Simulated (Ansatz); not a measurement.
## Mg7Sc (Sc on 12 % of the Mg sites, one arrangement): core-level shifts

What do XPS lines of Mg7Sc (Sc on 12 % of the Mg sites, one arrangement) look like, site by site?

Program: Ansatz 0.2.0. Level of theory: DFT, LDA, plane-wave PAW, default files, scalar-relativistic. Results are calculated unless marked as measured.

Most raw output is cut from this account.

**1. Set-up**

The cell holds 16 atoms: 14 Mg and 2 Sc. Its edges and angles: a = 7.604 Å, b = 7.604 Å, c = 8.250 Å, α = 115.6°, β = 64.4°, γ = 86.4°. It derives from Mg and Sc. How the cell was made: random alloy; site: Mg; solute: Sc; fraction 0.125; sites picked by the rule 'random', which a small cell need not show; lattice typed at the start.

Coordinates:

```cif
data_structure
_symmetry_space_group_name_H-M 'P 1'
_symmetry_Int_Tables_number 1
_cell_length_a 7.6038
_cell_length_b 7.6038
_cell_length_c 8.2496
_cell_angle_alpha 115.598
_cell_angle_beta 64.402
_cell_angle_gamma 86.416
_cell_volume 369.28
loop_
_atom_site_label
_atom_site_type_symbol
_atom_site_fract_x
_atom_site_fract_y
_atom_site_fract_z
_atom_site_occupancy
Mg1 Mg 0.87500 0.62500 0.75000 1
Mg2 Mg 0.37500 0.12500 0.75000 1
Mg3 Mg 0.25000 0.75000 0.50000 1
Mg4 Mg 0.75000 0.25000 0.50000 1
Mg5 Mg 0.62500 0.87500 0.25000 1
Mg6 Mg 0.12500 0.37500 0.25000 1
Mg7 Mg 0.50000 0.50000 0.00000 1
Sc8 Sc 0.00000 0.00000 0.00000 1
Mg9 Mg 0.33333 0.33333 0.50000 1
Mg10 Mg 0.83333 0.83333 0.50000 1
Mg11 Mg 0.70833 0.45833 0.25000 1
Mg12 Mg 0.20833 0.95833 0.25000 1
Mg13 Mg 0.08333 0.58333 0.00000 1
Mg14 Mg 0.58333 0.08333 0.00000 1
Mg15 Mg 0.95833 0.20833 0.75000 1
Sc16 Sc 0.45833 0.70833 0.75000 1
```

**2. Relaxation**

Atoms near a foreign or missing neighbour move off the ideal sites, so they are relaxed first.

File input.yaml:

```yaml
crystal:
  lattice:
    - [-4.7996744501, 2.7710933358, 5.2059164882]
    - [-4.7996744501, 2.7710933358, -5.2059164882]
    - [-3.1997829668, -5.5421866716, 5.2059164882]
  atoms:
    - { symbol: Mg, position: [0.875, 0.625, 0.75] }
    - { symbol: Mg, position: [0.375, 0.125, 0.75] }
    - { symbol: Mg, position: [0.25, 0.75, 0.5] }
    - { symbol: Mg, position: [0.75, 0.25, 0.5] }
    - { symbol: Mg, position: [0.625, 0.875, 0.25] }
    - { symbol: Mg, position: [0.125, 0.375, 0.25] }
    - { symbol: Mg, position: [0.5, 0.5, 0.0] }
    - { symbol: Sc, position: [0.0, 0.0, 0.0] }
    - { symbol: Mg, position: [0.3333333333, 0.3333333333, 0.5] }
    - { symbol: Mg, position: [0.8333333333, 0.8333333333, 0.5] }
    - { symbol: Mg, position: [0.7083333333, 0.4583333333, 0.25] }
    - { symbol: Mg, position: [0.2083333333, 0.9583333333, 0.25] }
    - { symbol: Mg, position: [0.0833333333, 0.5833333333, 0.0] }
    - { symbol: Mg, position: [0.5833333333, 0.0833333333, 0.0] }
    - { symbol: Mg, position: [0.9583333333, 0.2083333333, 0.75] }
    - { symbol: Sc, position: [0.4583333333, 0.7083333333, 0.75] }
kpoints:
  mp_grid: { grid: [4, 4, 4] }
scf:
  occupations: { method: fermi_dirac, width: 0.08 }
  n_extra_bands: 16
hamiltonian:
  xc: lda
  pseudopotentials: { kind: paw }
output:
  forces: true
relax:
  f_tol: 0.04
  max_steps: 35
```

The run is started by

```
$ ansatz run input.yaml --threads 4 --pin off --max-ram 14336MiB --backend cpu --events-out ev --progress --plain --runs-dir out
```

Run time: 86 s. Hardware: 4 threads of AMD EPYC (Zen 3), shared host; peak memory 1.5 GiB.

Relaxation path:

| step | energy less that of the first step (eV) | largest force component (eV/Å) |
| --- | --- | --- |
| 1 | 0.0000 | 0.1514 |
| 2 | -0.0287 | 0.0504 |
| 3 | -0.0303 | 0.0039 |

Forces are held to the 2 operations that the run works with; a distortion that breaks them can't arise in this run.

The atoms that moved most (Å):

| atom | dx | dy | dz | length |
| --- | --- | --- | --- | --- |
| Mg6 | 0.050 | -0.028 | -0.010 | 0.058 |
| Mg9 | -0.050 | 0.028 | 0.010 | 0.058 |
| Mg3 | -0.023 | 0.008 | 0.038 | 0.045 |
| Mg12 | 0.023 | -0.008 | -0.038 | 0.045 |
| Mg10 | -0.031 | -0.014 | -0.005 | 0.035 |
| Mg5 | 0.031 | 0.014 | 0.005 | 0.035 |
| Mg7 | -0.008 | 0.000 | -0.031 | 0.032 |
| Mg15 | 0.008 | 0.000 | 0.031 | 0.032 |

Numbers from this step:

```yaml
free_energy: -30800.3306 eV
energy_at_zero_smearing: -30800.2139 eV
smearing_term_ts: 0.2335 eV
fermi_energy: 5.906 eV
symmetry_operations: 2
```

The relaxation ends 1.9 meV an atom lower, with a largest force component of 0.0039 eV/Å.

**3. Valence states**

First the ground state, then the DOS by atom and shell, which the cross sections turn into spectra.

File input.yaml:

```yaml
crystal:
  lattice:
    - [-4.7996744501, 2.7710933358, 5.2059164882]
    - [-4.7996744501, 2.7710933358, -5.2059164882]
    - [-3.1997829668, -5.5421866716, 5.2059164882]
  atoms:
    - { symbol: Mg, position: [0.8761803565, 0.6260342613, 0.7520363732] }
    - { symbol: Mg, position: [0.3729271456, 0.1234655937, 0.7519824368] }
    - { symbol: Mg, position: [0.2553799026, 0.7488582368, 0.5007616328] }
    - { symbol: Mg, position: [0.7490831626, 0.2539845176, 0.5018096764] }
    - { symbol: Mg, position: [0.6258407437, 0.8705251252, 0.2456703288] }
    - { symbol: Mg, position: [0.118886955, 0.3707798474, 0.2499446079] }
    - { symbol: Mg, position: [0.4973091103, 0.5039140244, 0.0006327768] }
    - { symbol: Sc, position: [0.0014728409, -0.004219927, -0.0013609225] }
    - { symbol: Mg, position: [0.3394463783, 0.3375534859, 0.5000553921] }
    - { symbol: Mg, position: [0.8324925896, 0.8378082081, 0.5043296712] }
    - { symbol: Mg, position: [0.7092501707, 0.4543488157, 0.2481903236] }
    - { symbol: Mg, position: [0.2029534307, 0.9594750965, 0.2492383672] }
    - { symbol: Mg, position: [0.0854061877, 0.5848677396, -0.0019824368] }
    - { symbol: Mg, position: [0.5821529768, 0.082299072, -0.0020363732] }
    - { symbol: Mg, position: [0.961024223, 0.2044193089, 0.7493672232] }
    - { symbol: Sc, position: [0.4568604924, 0.7125532603, 0.7513609225] }
kpoints:
  mp_grid: { grid: [4, 4, 4] }
scf:
  occupations: { method: fermi_dirac, width: 0.08 }
  n_extra_bands: 19
hamiltonian:
  xc: lda
  pseudopotentials: { kind: paw }
output:
  forces: true
  stress: true
  dos:
    projected: true
    de: 0.05
    e_range: [-30, 12]
    method: { smearing: { sigma: 0.1, scheme: gaussian } }
```

It took 51 s on 4 threads; peak memory 1.5 GiB.

This step gave:

```
pressure                                       : -2.159 GPa
zero of energy                                 : Fermi level
share of occupied states in no projected shell : 0.1555 of the occupied states in the window
DOS at the Fermi level                         : 11.87 states/eV/cell
```

The DOS has structure finer than the step of the table below, so its rows give means over 1 eV, whole bins alone (the curve runs from -30.0 to 2.73 eV). Peaks (eV: height): total -28.2: 53.4, 0.5: 13.5; Mg 3s -4.0: 4.80, -3.4: 4.67, -2.7: 4.64, -2.0: 4.14; Mg 3p* -0.5: 4.16, 0.0: 4.55, 0.5: 4.43, 1.2: 4.48; Sc 3d 0.5: 6.80, 1.2: 5.93, 1.7: 4.36; Sc 4s -3.0: 0.715, -1.9: 0.703, -1.5: 0.659, -0.9: 0.606.

* holds the states left over by the projection beside any projected weight of its own, shared among the starred shells. Table of DOS by E, zero at the Fermi level; means over each step; values in states/eV/cell:

| E (eV) | total | Mg 3s | Mg 3p* | Sc 3d | Sc 4s | Sc 4p* | Sc 3p |
| --- | --- | --- | --- | --- | --- | --- | --- |
| -29 | 0.00659 | 2.0e-5 | 0 | 0 | 4.5e-6 | 0 | 0.00656 |
| -28 | 12.0 | 0.0308 | 4.4e-5 | 0.00445 | 0.00443 | 0 | 12.0 |
| -27 | 0 | 0 | 0 | 0 | 0 | 0 | 0 |
| -26 | 0 | 0 | 0 | 0 | 0 | 0 | 0 |
| -25 | 0 | 0 | 0 | 0 | 0 | 0 | 0 |
| -24 | 0 | 0 | 0 | 0 | 0 | 0 | 0 |
| -23 | 0 | 0 | 0 | 0 | 0 | 0 | 0 |
| -22 | 0 | 0 | 0 | 0 | 0 | 0 | 0 |
| -21 | 0 | 0 | 0 | 0 | 0 | 0 | 0 |
| -20 | 0 | 0 | 0 | 0 | 0 | 0 | 0 |
| -19 | 0 | 0 | 0 | 0 | 0 | 0 | 0 |
| -18 | 0 | 0 | 0 | 0 | 0 | 0 | 0 |
| -17 | 0 | 0 | 0 | 0 | 0 | 0 | 0 |
| -16 | 0 | 0 | 0 | 0 | 0 | 0 | 0 |
| -15 | 0 | 0 | 0 | 0 | 0 | 0 | 0 |
| -14 | 0 | 0 | 0 | 0 | 0 | 0 | 0 |
| -13 | 0 | 0 | 0 | 0 | 0 | 0 | 0 |
| -12 | 0 | 0 | 0 | 0 | 0 | 0 | 0 |
| -11 | 0 | 0 | 0 | 0 | 0 | 0 | 0 |
| -10 | 0 | 0 | 0 | 0 | 0 | 0 | 0 |
| -9 | 0 | 0 | 0 | 0 | 0 | 0 | 0 |
| -8 | 0 | 0 | 0 | 0 | 0 | 0 | 0 |
| -7 | 0.133 | 0.117 | 7.8e-5 | 4.0e-5 | 0.0154 | 7.3e-5 | 0 |
| -6 | 1.89 | 1.71 | 0.00344 | 0.00409 | 0.178 | 0.00338 | 0 |
| -5 | 3.32 | 2.96 | 0.0265 | 0.0369 | 0.290 | 0.0104 | 0 |
| -4 | 4.23 | 3.58 | 0.111 | 0.112 | 0.401 | 0.0241 | 0 |
| -3 | 5.44 | 4.18 | 0.410 | 0.326 | 0.455 | 0.0663 | 0 |
| -2 | 6.33 | 3.69 | 1.11 | 0.807 | 0.559 | 0.164 | 0 |
| -1 | 7.84 | 2.47 | 2.73 | 1.70 | 0.543 | 0.393 | 0 |
| 0 | 10.6 | 1.58 | 3.92 | 4.28 | 0.280 | 0.562 | 0 |
| 1 | 10.6 | 1.18 | 3.70 | 4.96 | 0.185 | 0.530 | 0 |
| 2 | 10.5 | 1.66 | 4.40 | 3.62 | 0.200 | 0.629 | 0 |

Simulated valence spectra by photon energy, shown to 13 eV, since a deeper line would dwarf them at some energies; the 100 % can be that line's tail at the edge; this run's widths, added to any smearing of the DOS itself: Gaussian 0.35 eV, Lorentzian 0.1 eV plus 0.05 an eV of depth. Table of intensity by binding energy, zero at the Fermi level; values in % of the maximum within 13 eV:

| binding energy (eV) | 21.2 eV | 150 eV | 1486.7 eV | 2150 eV | 9251.7 eV |
| --- | --- | --- | --- | --- | --- |
| -1.0 | 1.52 | 1.78 | 2.29 | 2.14 | 1.82 |
| -0.5 | 4.38 | 4.64 | 4.14 | 3.84 | 3.36 |
| 0.0 | 65.6 | 64.5 | 33.9 | 30.3 | 26.3 |
| 0.5 | 94.0 | 96.1 | 68.6 | 63.6 | 58.5 |
| 1.0 | 66.3 | 70.9 | 74.0 | 71.3 | 69.8 |
| 1.5 | 48.3 | 55.7 | 90.7 | 89.5 | 89.0 |
| 2.0 | 41.6 | 49.6 | 97.7 | 97.3 | 97.0 |
| 2.5 | 31.1 | 40.0 | 99.4 | 99.3 | 97.9 |
| 3.0 | 24.9 | 34.0 | 99.2 | 99.7 | 99.7 |
| 3.5 | 19.1 | 27.4 | 87.3 | 87.8 | 87.0 |
| 4.0 | 17.3 | 26.0 | 90.3 | 91.0 | 90.7 |
| 4.5 | 13.1 | 20.4 | 74.2 | 74.8 | 74.1 |
| 5.0 | 11.2 | 17.9 | 68.0 | 68.7 | 68.4 |
| 5.5 | 8.42 | 13.8 | 53.2 | 53.6 | 52.9 |
| 6.0 | 6.43 | 10.8 | 42.5 | 42.8 | 42.3 |
| 6.5 | 3.28 | 5.63 | 22.0 | 22.1 | 21.8 |
| 7.0 | 1.09 | 2.02 | 7.32 | 7.22 | 6.76 |
| 7.5 | 0.545 | 1.14 | 3.82 | 3.67 | 3.15 |
| 8.0 | 0.366 | 0.876 | 2.78 | 2.61 | 2.06 |
| 8.5 | 0.273 | 0.750 | 2.31 | 2.11 | 1.54 |
| 9.0 | 0.215 | 0.681 | 2.05 | 1.84 | 1.24 |
| 9.5 | 0.176 | 0.643 | 1.90 | 1.69 | 1.05 |
| 10.0 | 0.147 | 0.623 | 1.83 | 1.59 | 0.918 |
| 10.5 | 0.125 | 0.615 | 1.79 | 1.54 | 0.830 |
| 11.0 | 0.109 | 0.617 | 1.79 | 1.52 | 0.769 |
| 11.5 | - | 0.626 | 1.81 | 1.53 | 0.727 |
| 12.0 | - | 0.642 | 1.85 | 1.55 | 0.699 |
| 12.5 | - | 0.663 | 1.90 | 1.59 | 0.683 |

Maxima picked by a test of local sharpness, so broad peaks and shoulders can be missing; peaks within 0.45 eV of a curve's cut are left out. Valence peaks, by row:

| photon energy (eV) | binding energy (eV) | height (% of the maximum within 13 eV) | main shell | its share (%) |
| --- | --- | --- | --- | --- |
| 21.2 | 0.3 | 100 | Sc 3d | 92.61 |
| 150 | 28.2 | 232.2 | Sc 3p | 99.94 |
| 150 | 3.9 | 26.53 | Mg 3s | 75.23 |
| 150 | 0.35 | 100 | Sc 3d | 80.91 |
| 1487 | 28.2 | 667.3 | Sc 3p | 99.95 |
| 1487 | 3.95 | 91.03 | Mg 3s | 87.57 |
| 1487 | 3.05 | 99.43 | Mg 3s | 85.65 |
| 1487 | 2.6 | 100 | Mg 3s | 86.59 |
| 1487 | 1.9 | 98.43 | Mg 3s | 80.1 |
| 2150 | 28.2 | 535.6 | Sc 3p | 99.93 |
| 2150 | 3.95 | 91.76 | Mg 3s | 86.75 |
| 2150 | 3.05 | 100 | Mg 3s | 85.04 |
| 2150 | 2.6 | 99.95 | Mg 3s | 86.51 |
| 2150 | 1.9 | 97.8 | Mg 3s | 80.51 |
| 9252 | 28.2 | 162.2 | Sc 3p | 99.78 |
| 9252 | 3.95 | 91.45 | Mg 3s | 81.32 |
| 9252 | 3.05 | 100 | Mg 3s | 79.45 |
| 9252 | 1.95 | 97.52 | Mg 3s | 75.66 |

The intensity has structure finer than the step of the table below, so its rows give means over 1 eV, whole bins alone (the curve runs from -30.0 to 1.43 eV). Peaks (eV: height): Mg L2,3 -3.9: 93.2, -2.6: 99.8; Sc L-alpha -0.3: 99.9.

Shapes are the site's partial DOS without matrix elements, which overweights lines from ligand s bands. Intensity against emission energy less the core level's binding energy, zero at the Fermi level; means over each step; values in % of the unpolarised maximum:

| emission energy less the core level's binding energy (eV) | Mg L2,3 | Sc L-alpha |
| --- | --- | --- |
| -29 | 0.176 | 0.0452 |
| -28 | 0.291 | 0.0693 |
| -27 | 0.116 | 0.0347 |
| -26 | 0.0572 | 0.0204 |
| -25 | 0.0431 | 0.0169 |
| -24 | 0.0395 | 0.0163 |
| -23 | 0.0397 | 0.0168 |
| -22 | 0.0418 | 0.0178 |
| -21 | 0.0454 | 0.0193 |
| -20 | 0.0503 | 0.0211 |
| -19 | 0.0566 | 0.0234 |
| -18 | 0.0646 | 0.0262 |
| -17 | 0.0748 | 0.0296 |
| -16 | 0.0880 | 0.0337 |
| -15 | 0.105 | 0.0389 |
| -14 | 0.129 | 0.0454 |
| -13 | 0.161 | 0.0538 |
| -12 | 0.208 | 0.0647 |
| -11 | 0.282 | 0.0796 |
| -10 | 0.405 | 0.101 |
| -9 | 0.646 | 0.132 |
| -8 | 1.27 | 0.183 |
| -7 | 6.74 | 0.284 |
| -6 | 38.5 | 0.650 |
| -5 | 65.0 | 1.98 |
| -4 | 82.7 | 5.26 |
| -3 | 94.2 | 13.1 |
| -2 | 86.9 | 30.6 |
| -1 | 59.3 | 63.4 |
| 0 | 21.5 | 59.2 |

Table of broadened DOS, unweighted empty DOS by E, zero at the Fermi level; read off at these points:

| E (eV) | broadened DOS, unweighted empty DOS (states/eV/cell) |
| --- | --- |
| -0.93 | 1.4e-4 |
| -0.82 | 9.7e-4 |
| -0.72 | 0.00549 |
| -0.62 | 0.0255 |
| -0.53 | 0.0980 |
| -0.42 | 0.311 |
| -0.33 | 0.820 |
| -0.23 | 1.81 |
| -0.12 | 3.37 |
| -0.03 | 5.37 |
| 0.07 | 7.45 |
| 0.17 | 9.21 |
| 0.28 | 10.4 |
| 0.38 | 11.0 |
| 0.47 | 11.2 |
| 0.57 | 11.0 |
| 0.68 | 10.6 |
| 0.78 | 10.3 |
| 0.88 | 10.2 |
| 0.97 | 10.3 |
| 1.07 | 10.5 |
| 1.18 | 10.7 |
| 1.27 | 10.6 |
| 1.38 | 10.3 |
| 1.48 | 9.90 |
| 1.57 | 9.63 |
| 1.68 | 9.60 |
| 1.77 | 9.81 |
| 1.88 | 10.2 |
| 1.98 | 10.6 |
| 2.08 | 11.0 |

The spectra weight each projected shell by its atomic cross section (Dirac–Hartree–Slater) and angular factor, for linear light with the analyser at 0° from the polarisation. Broadening, on top of any smearing of the DOS itself: a Gaussian of 0.35 eV and a Lorentzian of 0.1 eV plus 0.05 times the binding energy (full widths), Fermi edge at 300 K. Curves are cut 10 eV under the photon energy, above any shell that the free atom's threshold puts out of reach, or at the lower edge of the window: 11.2 eV at 21.2 eV, 30 eV at 150 eV, 30 eV at 1486.7 eV, 30 eV at 2150 eV and 30 eV at 9251.7 eV. A star in tables and legends marks shells that hold the states left over by the projection (15.6 % of the filled ones), a stand-in for orbitals that the files don't project on. Dipole terms alone, which is rough above 3 keV; no background, satellites or final-state effects.

Share of each shell in the spectrum's area (%), by photon energy:

| shell | 21.2 eV | 150 eV | 1486.7 eV | 2150 eV | 9251.7 eV |
| --- | --- | --- | --- | --- | --- |
| Mg 3s | 27.4 | 13.7 | 21.7 | 25.4 | 46.3 |
| Mg 3p* | 0.8 | 1.7 | 0.3 | 0.2 | 0.1 |
| Sc 4s | 2.5 | 1.4 | 3.2 | 4.2 | 12.5 |
| Sc 3p | 0.0 | 64.7 | 73.7 | 69.4 | 40.9 |
| Sc 3d | 69.1 | 18.3 | 0.9 | 0.6 | 0.1 |

Cross sections used, in Mb an electron:

| shell | 21.2 eV | 150 eV | 1486.7 eV | 2150 eV | 9251.7 eV |
| --- | --- | --- | --- | --- | --- |
| Mg 3s | 0.12 | 0.016 | 1.8e-4 | 7.3e-5 | 1.4e-6 |
| Mg 3p* | 0.039 | 0.0072 | 1.3e-5 | 3.6e-6 | 1.7e-8 |
| Sc 4s | 0.085 | 0.012 | 2.0e-4 | 9.2e-5 | 2.8e-6 |
| Sc 3p | - | 0.17 | 0.0015 | 5.1e-4 | 4.4e-6 |
| Sc 3d | 3.1 | 0.12 | 5.7e-5 | 1.3e-5 | 2.4e-8 |

The largest force component on a free atom is 0.004 eV/Å, so the atoms are at rest for these settings too. At the Fermi level the DOS is 11.87 states/eV a cell.

**4. Core levels by total-energy differences**

XPS shifts tell sites apart. Each chosen atom gets a core hole in a self-consistent pass of its own.

File input.yaml:

```yaml
crystal:
  lattice:
    - [-4.7996744501, 2.7710933358, 5.2059164882]
    - [-4.7996744501, 2.7710933358, -5.2059164882]
    - [-3.1997829668, -5.5421866716, 5.2059164882]
  atoms:
    - { symbol: Mg, position: [0.8761803565, 0.6260342613, 0.7520363732] }
    - { symbol: Mg, position: [0.3729271456, 0.1234655937, 0.7519824368] }
    - { symbol: Mg, position: [0.2553799026, 0.7488582368, 0.5007616328] }
    - { symbol: Mg_h, position: [0.7490831626, 0.2539845176, 0.5018096764] }
    - { symbol: Mg, position: [0.6258407437, 0.8705251252, 0.2456703288] }
    - { symbol: Mg, position: [0.118886955, 0.3707798474, 0.2499446079] }
    - { symbol: Mg, position: [0.4973091103, 0.5039140244, 0.0006327768] }
    - { symbol: Sc_h, position: [0.0014728409, -0.004219927, -0.0013609225] }
    - { symbol: Mg, position: [0.3394463783, 0.3375534859, 0.5000553921] }
    - { symbol: Mg, position: [0.8324925896, 0.8378082081, 0.5043296712] }
    - { symbol: Mg, position: [0.7092501707, 0.4543488157, 0.2481903236] }
    - { symbol: Mg, position: [0.2029534307, 0.9594750965, 0.2492383672] }
    - { symbol: Mg, position: [0.0854061877, 0.5848677396, -0.0019824368] }
    - { symbol: Mg_h, position: [0.5821529768, 0.082299072, -0.0020363732] }
    - { symbol: Mg_h, position: [0.961024223, 0.2044193089, 0.7493672232] }
    - { symbol: Sc_h, position: [0.4568604924, 0.7125532603, 0.7513609225] }
kpoints:
  mp_grid: { grid: [4, 4, 4] }
scf:
  occupations: { method: fermi_dirac, width: 0.08 }
  n_extra_bands: 16
hamiltonian:
  xc: lda
  pseudopotentials: { kind: paw }
output:
  forces: true
  core_levels:
    shells: { Mg_h: "2p", Sc_h: "2p" }
    counted_from: fermi_level
    add_spin: false
```

Elapsed: 8.6 min, on 4 threads; peak memory 1.5 GiB; 28 min of CPU time.

This step gave:

```
symmetry operations : 1
```

[end of part 1 of 2]

[Logs are printed without paths, hosts, clocks, repeated set-up lines and the standing remarks that a program may print on its own settings, such as how far it seeks lower states.]

[Hosts, paths, dates, database ids (printed as entryN), source tags and the programs' standing remarks are cut or masked in the printed files.]

[Maps of the electrostatic potential energy from Ansatz leave out the sawtooth potential of an applied field or a dipole correction, so their vacuum need not be flat; work functions include it.]
